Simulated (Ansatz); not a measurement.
## Work function of Cu(100): what the settings cost and change

How thick a slab and how much vacuum does the work function of Cu(100) need?

Calculated with Ansatz 0.2.0; plane-wave DFT, PBE, Ansatz PAW.

The experiments to compare with:

“Anisotropic work function of elemental crystals” (2019, arxiv:1902.07811) quotes from earlier work for Cu (clean (100) face, a compiled value): work function (clean (100) face, a compiled value) 4.73 eV.

## (1) The starting structure

The cell holds 1 atom: 1 Cu. Cell: a = 2.553 Å, b = 2.553 Å, c = 18.000 Å, α = 90.0°, β = 90.0°, γ = 90.0°. Vacuum lies along c.

## (2) Slab, setting 1 layer

A work function rests on the faint tail of the density, so the SCF threshold is tight. The slab grows from one layer, at fixed mesh and 18 Å of vacuum; then the vacuum is varied on one slab.

Input file input.yaml:

```yaml
crystal:
  lattice:
    - [2.5526554801, 0.0, 0.0]
    - [0.0, 2.5526554801, 0.0]
    - [0.0, 0.0, 18.0]
  atoms:
    - { symbol: Cu, position: [0.5, 0.5, 0.5] }
kpoints:
  mp_grid: { grid: [16, 16, 1] }
hamiltonian:
  xc: pbe
scf:
  occupations: { method: fermi_dirac, width: 0.1 }
  convergence: { dr2_threshold: 1.0e-09 }
efield:
  axis: 3
  dipole_correction: true
  ramp_position: 0.97
  ramp_width: 0.06
output:
  write_potential: true
  write_density: true
  volumetric_format: npy
  elf: true
```

On the command line:

```bash
ansatz run input.yaml --threads 2 --pin off --max-ram 3072MiB --backend cpu --events-out ev --progress --plain --runs-dir out
```

Numbers of over 12 decimals in the logs are rounded to 6 here.

What it wrote:

```text
Engine: ansatz 0.2.0, aarch64-unknown-linux-gnu
Pseudopotentials: kind: paw
Pseudopotential: Cu, paw, valence charge 19, recommended cutoff 420 eV (normal), Cu.paw.azcp
Functional definition: PBE
  parameter kappa = 0.804
  parameter beta = 0.066725
  exchange = pbe_x(kappa = kappa, mu = beta*pi^2/3)
  correlation = pbe_c(beta = beta)
Crystal: 1 atoms, lattice volume = 117.289 Å³
Basis set: ecut = 420 eV, 2321 PW (Γ)
Bands: 14, of which v1, the nominal top of the filled ones, is band 10 counted from 1 (9 counted from 0)
Symmetry: 8 space group operations
k-points: 45 of 256
Non-local potential: Cu, projectors of the file, l = 0: 3, l = 1: 2, l = 2: 3, l = 3: 1
PAW form: soft (Blöchl's): semilocal exchange-correlation on the pseudo side does not see the compensation charge
PAW one-centre angular grid: Cu, 590 points (default); XC on 64 Gauss nodes
Initial density: superposition of atomic densities (neutral atoms: chi_scale 0, normalization atom), corrected by the library's trained network
Initial wavefunctions: pseudopotential atomic-orbital guess
Functional: x = pbe(κ = 0.804, μ = 0.219515), c = pbe(β = 0.066725)
SCF iter   1: F=—  HF=-6623.988576 eV  |F-HF|=—  |Δ(HF+E_count)|=         —  Δρ=1.53e-3  dr2=2.18e-3  ethr=1.77e-3  p=0.000 e·Å  D=2.28e-15 V/Å  ΔV_dip=-0.00 eV  dr2_dipole=1.77e-14  V_vac-E_F(+/−)=5.09/5.09 eV  ⟨swp⟩=5.6  Hψ=3422  notcnv=0
efield: sawtooth ramp at fractional position 0.9700 (set: `efield.ramp_position`, or a place that a band, a saddle search or an elastic batch's reference lends), width 0.0600; the density the first Hamiltonian is built on has a dipole p = 0.000 e·Å; the dipole correction subtracts the counter field D = 2.28e-15 V/Å, which shifts the + side's vacuum level by -0.00 eV against the − side's; the planar-averaged density in the ramp window peaks in size at 9.2e-6 e/Å³
preconditioner: auto → LDOS  [metal: Δε(μ)=0.246 eV  Ē_g=8.081 eV  σ=0.100 eV  W_gap=0.42  n_scr=10 (ndim 8)  ℏωp=11.4 eV  f_vac=0.785  D(μ)=0.39/eV (n_scr^D=4)  β→1.0]
SCF iter   2: F=—  HF=-6623.990559 eV  |F-HF|=—  |Δ(HF+E_count)|=   1.98e-3  Δρ=4.12e-3  dr2=1.14e-2  ethr=1.15e-5  p=0.000 e·Å  D=9.18e-8 V/Å  ΔV_dip=-0.00 eV  dr2_dipole=1.16e-13  V_vac-E_F(+/−)=4.94/4.94 eV  ⟨swp⟩=2.5  Hψ=1717  notcnv=0  defer=7
SCF iter   3: F=—  HF=-6623.988640 eV  |F-HF|=—  |Δ(HF+E_count)|=   1.92e-3  Δρ=1.40e-3  dr2=1.29e-3  ethr=1.15e-5  p=0.000 e·Å  D=9.59e-8 V/Å  ΔV_dip=-0.00 eV  dr2_dipole=4.09e-15  V_vac-E_F(+/−)=5.00/5.00 eV  ⟨swp⟩=2.0  Hψ=1234  notcnv=0  defer=7
SCF iter   4: F=—  HF=-6623.988355 eV  |F-HF|=—  |Δ(HF+E_count)|=   2.85e-4  Δρ=2.32e-4  dr2=3.68e-5  ethr=6.80e-6  p=0.000 e·Å  D=1.27e-7 V/Å  ΔV_dip=-0.00 eV  dr2_dipole=5.36e-14  V_vac-E_F(+/−)=4.99/4.99 eV  ⟨swp⟩=2.1  Hψ=815  notcnv=0  defer=7
SCF iter   5: F=—  HF=-6623.988349 eV  |F-HF|=—  |Δ(HF+E_count)|=   5.83e-6  Δρ=2.22e-5  dr2=3.33e-7  ethr=1.94e-7  p=-0.000 e·Å  D=-1.21e-7 V/Å  ΔV_dip=0.00 eV  dr2_dipole=1.35e-13  V_vac-E_F(+/−)=4.99/4.99 eV  ⟨swp⟩=2.1  Hψ=839  notcnv=0  defer=7
SCF iter   6: F=—  HF=-6623.988358 eV  |F-HF|=—  |Δ(HF+E_count)|=   9.61e-6  Δρ=2.57e-6  dr2=4.51e-9  ethr=1.75e-9  p=0.000 e·Å  D=1.08e-7 V/Å  ΔV_dip=-0.00 eV  dr2_dipole=1.16e-13  V_vac-E_F(+/−)=4.99/4.99 eV  ⟨swp⟩=2.2  Hψ=932  notcnv=0  defer=7
SCF iter   7: F=-6623.988358 eV  HF=-6623.988358 eV  |F-HF|=1.43e-10  |Δ(HF+E_count)|=   3.79e-9  Δρ=2.61e-7  dr2=4.66e-11  ethr=5.26e-12  p=-0.000 e·Å  D=-2.29e-7 V/Å  ΔV_dip=0.00 eV  dr2_dipole=5.29e-13  V_vac-E_F(+/−)=4.99/4.99 eV  ⟨swp⟩=5.8  Hψ=2141  notcnv=0
SCF 1 converged in 7 iterations: F = -6623.988358 eV  dr2 = 4.66e-11
  greatest PAW one-centre occupation: 1.000 electrons in one spin orbital (limit 2), on the Cu atom at site 0 (counted from 0), in its partial waves of l = 0
WARN: The output density's exchange-correlation potential varies sharply where the density is thin. Do not read a vacuum level from v_tot or v_xc, or from such a field of the output density. On a cell that repeats whose density bears no net charge and no dipole along the vacuum's axis use v_es (v_loc + v_h of the components); under efield.dipole_correction with no amplitude use v_es + v_field, which holds any externa [...]
SCF converged after 7 iterations
Free energy (F): -6623.988358 eV
Harris-Foulkes:  -6623.988358 eV  (|F-HF|=1.43e-10)
Internal energy: -6623.975503 eV  (E = F + TS)
E sigma→0 (E₀):  -6623.981931 eV
Entropy (-TS):   -0.012855 eV (-12.855 meV/atom)
Fermi energy:    -2.800175 eV
Dipole field:    D = 0.000001 V/Å  (p = 0.000001 e·Å, saw-weighted, corrected)
Work function:   Φ+ = 4.9858 eV   Φ− = 4.9858 eV
Levels:          The Fermi level and band energies are counted from a zero that moves with the ramp; work functions are not
--- Per-component energies (eV) ---
  E_band       = -703.258834
  E_kinetic    = 298.734327
  E_local      = -17400.021378  (includes V_loc(G=0)·N_el)
  E_nonlocal   = 398.247985
  E_hartree    = 8288.825159
  E_xc         = -86.342820
  E_vxc        = -111.108948  (∫ρ·V_xc dr)
  E_paw        = -1670.886728  (= ΣΔE_a)
  E_vpaw       = -466.762068  (= ΣTr[D̂ρ^β])
  E_aug_tail   = 0.000291  (compensation charges beyond the density's cutoff)
  E_efield     = 0.000000  (sawtooth field / dipole correction)
  E_vefield    = 0.000000  (∫n·V_field dr)
  E_ewald      = 3547.467661
  E_smearing   = -0.012855  (= −TS)
  E_closure    = 0.000000  (closes the sum)
  Σ components = -6623.988358   (vs F -6623.988358, Δ=0.00e0)
--- Band table (eV; the first three rows and the last of 45) ---
  k-point 0: bands = [... 6 lower, -4.2675, -3.6001, -3.6001, -3.4394, -1.4187, 1.8186, 2.4881, 2.6609]
  k-point 1: bands = [... 6 lower, -4.2507, -3.6701, -3.5970, -3.4620, -1.2822, 1.9062, 2.5807, 2.7491]
  k-point 2: bands = [... 6 lower, -4.2022, -3.8422, -3.5881, -3.5259, -0.9072, 2.1693, 2.8576, 3.0139]
  k-point 44: bands = [... 6 lower, -4.3663, -3.6350, -3.0257, 3.5118, 3.5118, 6.7243, 8.1187, 9.0795]
```

Run time: 12 s. Hardware: 2 threads of Arm Neoverse N1, shared host; peak memory 0.41 GiB.

The column dr2 measures how far the density is from self-consistency, as an energy; F and HF (Harris–Foulkes) agree once it is small.

This step gave:

```
energy at zero smearing   : -6623.9819 eV
work function, upper face : 4.986 eV
```

Running mean over 1.805 Å of the planar mean; the ramp of the sawtooth is left out. Electron's electrostatic potential energy less the Fermi level against z:

```tsv
z (Å)	electron's electrostatic potential energy less the Fermi level (eV)
2.88	4.99
3.31	4.99
3.74	4.99
4.18	4.99
4.61	4.99
5.04	4.98
5.47	4.98
5.90	4.97
6.19	4.94
6.62	4.84
7.06	4.52
7.49	3.33
7.92	-0.0347
8.35	-4.35
8.78	-7.08
9.22	-7.08
9.65	-4.35
10.08	-0.0347
10.51	3.33
10.94	4.52
11.38	4.84
11.81	4.94
12.10	4.97
12.53	4.98
12.96	4.98
13.39	4.99
13.82	4.99
14.26	4.99
14.69	4.99
15.12	4.99
```

Valence density in the ca plane at fractional y = 0.500, with atoms of Cu within 0.2 Å of it. It is the smooth field of the valence electrons, not physical close to the nuclei.

Ten steps, logarithmic in the rise over the least value, from '0' (0 e/Å³) to '9' (46 e/Å³), each cell a mean:
```
00000000000000000000011000000000000000000000
00000000000000000000133200000000000000000000
00000000000000000000267410000000000000000000
00000000000000000000389610000000000000000000
00000000000000000000379510000000000000000000
00000000000000000000145300000000000000000000
00000000000000000000011100000000000000000000
00000000000000000000000000000000000000000000
```
Columns run along c (18.0 Å), rows up along a (2.6 Å). Atoms in or near the plane, at fractional coordinates: Cu at (0.50, 0.50).

Electrostatic potential energy in the ca plane at fractional y = 0.500, with atoms of Cu within 0.2 Å of it. With pseudopotentials it is smooth inside the atoms' cores, unlike the true potential.

Ten even steps from '0' (-35 eV) to '9' (2 eV), each cell a mean:
```
99999999999999999999877899999999999999999999
99999999999999999999731589999999999999999999
99999999999999999998300079999999999999999999
99999999999999999998200069999999999999999999
99999999999999999998200069999999999999999999
99999999999999999999610389999999999999999999
99999999999999999999865799999999999999999999
99999999999999999999988899999999999999999999
```
Columns run along c (18.0 Å; values clipped at the 3rd and 97th percentile), rows up along a (2.6 Å). Atoms in or near the plane, at fractional coordinates: Cu at (0.50, 0.50).

ELF in the ca plane at fractional y = 0.500, with atoms of Cu within 0.2 Å of it. It is the smooth field of the valence electrons, not physical close to the nuclei.

Ten even steps from '0' (0.00) to '9' (0.82), each cell a mean:
```
00000000000000000012222221100000000000000000
00000000000000000012222221100000000000000000
00000000000000000112245321100000000000000000
00000000000000000112279421100000000000000000
00000000000000000112268321100000000000000000
00000000000000000012223221100000000000000000
00000000000000000012222221100000000000000000
00000000000000000012222221100000000000000000
```
Columns run along c (18.0 Å), rows up along a (2.6 Å). Atoms in or near the plane, at fractional coordinates: Cu at (0.50, 0.50).

The work function is 4.986 eV.

## (3) Slab, 2 atoms

System of this step: Cu(100). The cell holds 2 atoms: 2 Cu. Its edges and angles: a = 2.553 Å, b = 2.553 Å, c = 19.805 Å, α = 90.0°, β = 90.0°, γ = 90.0°. Vacuum lies along c.

input.yaml, the sections that differ from step 2:

```yaml
crystal:
  lattice:
    - [2.5526554801, 0.0, 0.0]
    - [0.0, 2.5526554801, 0.0]
    - [0.0, 0.0, 19.805]
  atoms:
    - { symbol: Cu, position: [0.5, 0.5, 0.4544306993] }
    - { symbol: Cu, position: [0.0, 0.0, 0.5455693007] }
output:
  write_potential: true
  write_density: true
  volumetric_format: npy
# kpoints, hamiltonian, scf, efield: as in step 2
```

What it wrote:

```text
[...]
Crystal: 2 atoms, lattice volume = 129.050 Å³
Basis set: ecut = 420 eV, 2551 PW (Γ)
Bands: 23, of which v1, the nominal top of the filled ones, is band 19 counted from 1 (18 counted from 0)
Symmetry: 8 space group operations
k-points: 45 of 256
[...]
k-point 0: bands = [... 15 lower, -2.3766, -2.3244, -2.1002, -2.1002, -2.0411, 0.3211, 3.6607, 3.8429]
  k-point 1: bands = [... 15 lower, -2.3635, -2.2587, -2.1837, -2.0843, -2.0608, 0.4834, 3.7469, 3.9353]
  k-point 2: bands = [... 15 lower, -2.4556, -2.3708, -2.1135, -2.0584, -1.9944, 0.9168, 4.0053, 4.2118]
  k-point 44: bands = [... 15 lower, -2.2886, -1.7557, -1.7557, 3.1092, 3.1092, 7.5315, 7.5315, 7.7029]
[key lines of the parts left out:]
SCF converged after 10 iterations
Free energy (F): -13249.139787 eV
Fermi energy:    -0.718102 eV
Dipole field:    D = -0.000001 V/Å  (p = -0.000000 e·Å, saw-weighted, corrected)
Work function:   Φ+ = 4.6975 eV   Φ− = 4.6976 eV
```

The job ended after 21 s (2 threads; peak memory 0.41 GiB).

The work function is 4.698 eV, -0.288 eV from the run “1 layer”, at 1.9 times its CPU time.

## (4) Run, 3 atoms

System of this step: Cu(100). The cell holds 3 atoms: 3 Cu. Its edges and angles: a = 2.553 Å, b = 2.553 Å, c = 21.610 Å, α = 90.0°, β = 90.0°, γ = 90.0°. Vacuum lies along c.

input.yaml, the sections that differ from step 3:

```yaml
crystal:
  lattice:
    - [2.5526554801, 0.0, 0.0]
    - [0.0, 2.5526554801, 0.0]
    - [0.0, 0.0, 21.61]
  atoms:
    - { symbol: Cu, position: [0.0, 0.0, 0.4164738547] }
    - { symbol: Cu, position: [0.5, 0.5, 0.5] }
    - { symbol: Cu, position: [0.0, 0.0, 0.5835261453] }
# kpoints, hamiltonian, scf, efield, output: as in step 3
```

What it wrote:

```text
[...]
Crystal: 3 atoms, lattice volume = 140.812 Å³
Basis set: ecut = 420 eV, 2781 PW (Γ)
Bands: 35, of which v1, the nominal top of the filled ones, is band 29 counted from 1 (28 counted from 0)
Symmetry: 8 space group operations
k-points: 45 of 256
[...]
k-point 1: bands = [... 25 lower, -0.7223, -0.7033, -0.6175, -0.5866, -0.0033, 2.0716, 5.1655, 5.5636, ... 2 higher]
  k-point 2: bands = [... 25 lower, -0.8890, -0.8034, -0.6748, -0.5671, 0.3579, 2.5482, 5.4272, 5.8480, ... 2 higher]
  k-point 44: bands = [... 25 lower, -0.2457, -0.2453, 3.7408, 3.7408, 6.8478, 6.8478, 8.4161, 8.5791, ... 2 higher]
[key lines of the parts left out:]
SCF converged after 11 iterations
Free energy (F): -19874.321812 eV
Fermi energy:    0.802109 eV
Dipole field:    D = -0.000001 V/Å  (p = -0.000001 e·Å, saw-weighted, corrected)
Work function:   Φ+ = 4.6255 eV   Φ− = 4.6254 eV
```

Wall time 36 s (2 threads); peak memory 0.45 GiB.

The work function is 4.625 eV, -0.072 eV from the run “2 layers”, at 1.8 times its CPU time.

## (5) Run, 4 atoms

System of this step: Cu(100). The cell holds 4 atoms: 4 Cu. Cell: a = 2.553 Å, b = 2.553 Å, c = 23.415 Å, α = 90.0°, β = 90.0°, γ = 90.0°. Vacuum lies along c.

input.yaml, the sections that differ from step 4:

```yaml
crystal:
  lattice:
    - [2.5526554801, 0.0, 0.0]
    - [0.0, 2.5526554801, 0.0]
    - [0.0, 0.0, 23.415]
  atoms:
    - { symbol: Cu, position: [0.5, 0.5, 0.3843689942] }
    - { symbol: Cu, position: [0.0, 0.0, 0.4614563314] }
    - { symbol: Cu, position: [0.5, 0.5, 0.5385436686] }
    - { symbol: Cu, position: [0.0, 0.0, 0.6156310058] }
# kpoints, hamiltonian, scf, efield, output: as in step 4
```

What it wrote:

```text
[...]
Crystal: 4 atoms, lattice volume = 152.573 Å³
Basis set: ecut = 420 eV, 3011 PW (Γ)
Bands: 46, of which v1, the nominal top of the filled ones, is band 38 counted from 1 (37 counted from 0)
Symmetry: 8 space group operations
k-points: 45 of 256
[...]
k-point 0: bands = [... 34 lower, 0.4014, 0.6295, 0.6517, 0.6517, 0.6554, 1.6104, 3.1991, 6.4551, ... 4 higher]
  k-point 1: bands = [... 34 lower, 0.4479, 0.5595, 0.5800, 0.6313, 0.6778, 1.7801, 3.3945, 6.5418, ... 4 higher]
  k-point 2: bands = [... 34 lower, 0.4873, 0.5085, 0.5098, 0.5683, 0.6861, 2.1868, 3.9020, 6.8013, ... 4 higher]
  k-point 44: bands = [... 34 lower, 1.0275, 1.0275, 4.5443, 4.5443, 6.7879, 6.7879, 9.5131, 9.5131, ... 4 higher]
[key lines of the parts left out:]
SCF converged after 12 iterations
Free energy (F): -26499.492987 eV
Fermi energy:    2.082750 eV
Dipole field:    D = -0.000002 V/Å  (p = -0.000001 e·Å, saw-weighted, corrected)
Work function:   Φ+ = 4.5699 eV   Φ− = 4.5699 eV
```

Wall time 55 s (2 threads); peak memory 0.55 GiB.

The work function is 4.570 eV, -0.056 eV from the run “3 layers”, at 1.5 times its CPU time.

## (6) Run, 5 atoms

System of this step: Cu(100). The cell holds 5 atoms: 5 Cu. Cell: a = 2.553 Å, b = 2.553 Å, c = 25.220 Å, α = 90.0°, β = 90.0°, γ = 90.0°. Vacuum lies along c.

input.yaml, the sections that differ from step 5:

```yaml
crystal:
  lattice:
    - [2.5526554801, 0.0, 0.0]
    - [0.0, 2.5526554801, 0.0]
    - [0.0, 0.0, 25.22]
  atoms:
    - { symbol: Cu, position: [0.0, 0.0, 0.3568596352] }
    - { symbol: Cu, position: [0.5, 0.5, 0.4284298176] }
    - { symbol: Cu, position: [0.0, 0.0, 0.5] }
    - { symbol: Cu, position: [0.5, 0.5, 0.5715701824] }
    - { symbol: Cu, position: [0.0, 0.0, 0.6431403648] }
# kpoints, hamiltonian, scf, efield, output: as in step 5
```

What it wrote:

```text
[...]
Crystal: 5 atoms, lattice volume = 164.335 Å³
Basis set: ecut = 420 eV, 3217 PW (Γ)
Bands: 57, of which v1, the nominal top of the filled ones, is band 48 counted from 1 (47 counted from 0)
Symmetry: 8 space group operations
k-points: 45 of 256
[...]
k-point 0: bands = [... 44 lower, 1.5650, 1.7239, 1.7287, 1.7287, 1.7325, 3.0444, 4.3192, 7.4180, ... 5 higher]
  k-point 1: bands = [... 44 lower, 1.6048, 1.6729, 1.6784, 1.7094, 1.7546, 3.2226, 4.5246, 7.5065, ... 5 higher]
  k-point 2: bands = [... 44 lower, 1.6095, 1.6379, 1.6648, 1.7544, 1.9549, 3.6585, 5.0550, 7.7711, ... 5 higher]
  k-point 44: bands = [... 44 lower, 2.1125, 5.3568, 5.3568, 7.0628, 7.0628, 9.2437, 9.2437, 10.4761, ... 5 higher]
[key lines of the parts left out:]
SCF converged after 12 iterations
Free energy (F): -33124.683445 eV
Fermi energy:    3.177043 eV
Dipole field:    D = 0.000002 V/Å  (p = 0.000002 e·Å, saw-weighted, corrected)
Work function:   Φ+ = 4.5158 eV   Φ− = 4.5159 eV
```

Wall time 78 s (2 threads); peak memory 0.65 GiB; 2.2 min of CPU time.

The work function is 4.516 eV, -0.054 eV from the run “4 layers”, at 1.4 times its CPU time.

## (7) Run, 6 atoms

System of this step: Cu(100). The cell holds 6 atoms: 6 Cu. Its edges and angles: a = 2.553 Å, b = 2.553 Å, c = 27.025 Å, α = 90.0°, β = 90.0°, γ = 90.0°. Vacuum lies along c.

input.yaml, the sections that differ from step 6:

```yaml
crystal:
  lattice:
    - [2.5526554801, 0.0, 0.0]
    - [0.0, 2.5526554801, 0.0]
    - [0.0, 0.0, 27.025]
  atoms:
    - { symbol: Cu, position: [0.5, 0.5, 0.3330249769] }
    - { symbol: Cu, position: [0.0, 0.0, 0.3998149861] }
    - { symbol: Cu, position: [0.5, 0.5, 0.4666049954] }
    - { symbol: Cu, position: [0.0, 0.0, 0.5333950046] }
    - { symbol: Cu, position: [0.5, 0.5, 0.6001850139] }
    - { symbol: Cu, position: [0.0, 0.0, 0.6669750231] }
# kpoints, hamiltonian, scf, efield, output: as in step 6
```

What it wrote:

```text
[...]
Crystal: 6 atoms, lattice volume = 176.096 Å³
Basis set: ecut = 420 eV, 3463 PW (Γ)
Bands: 69, of which v1, the nominal top of the filled ones, is band 57 counted from 1 (56 counted from 0)
Symmetry: 8 space group operations
k-points: 45 of 256
[...]
k-point 0: bands = [... 53 lower, 2.5200, 2.5848, 2.6330, 2.6330, 2.6344, 2.6372, 4.2163, 5.2657, ... 8 higher]
  k-point 1: bands = [... 53 lower, 2.4903, 2.5474, 2.5842, 2.6180, 2.6566, 2.8647, 4.4009, 5.4786, ... 8 higher]
  k-point 2: bands = [... 53 lower, 2.3586, 2.5258, 2.5390, 2.6050, 2.6509, 3.2930, 4.8585, 6.0269, ... 8 higher]
  k-point 44: bands = [... 53 lower, 3.0201, 6.0871, 6.0871, 7.4365, 7.4365, 9.1912, 9.1912, 11.1906, ... 8 higher]
[key lines of the parts left out:]
SCF converged after 12 iterations
Free energy (F): -39749.860401 eV
Fermi energy:    4.079119 eV
Dipole field:    D = 0.000001 V/Å  (p = 0.000001 e·Å, saw-weighted, corrected)
Work function:   Φ+ = 4.5336 eV   Φ− = 4.5337 eV
```

Wall time 1.8 min (2 threads); peak memory 0.77 GiB; 3.1 min of CPU time.

The work function is 4.534 eV, +0.018 eV from the run “5 layers”, at 1.4 times its CPU time.

(Continued in part 2 of 2.)

[Logs are printed without paths, hosts, clocks, repeated set-up lines and the standing remarks that a program may print on its own settings, such as how far it seeks lower states.]

[Hosts, paths, dates, database ids (printed as entryN), source tags and the programs' standing remarks are cut or masked in the printed files.]

[Maps of the electrostatic potential energy from Ansatz leave out the sawtooth potential of an applied field or a dipole correction, so their vacuum need not be flat; planar profiles and work functions include it.]
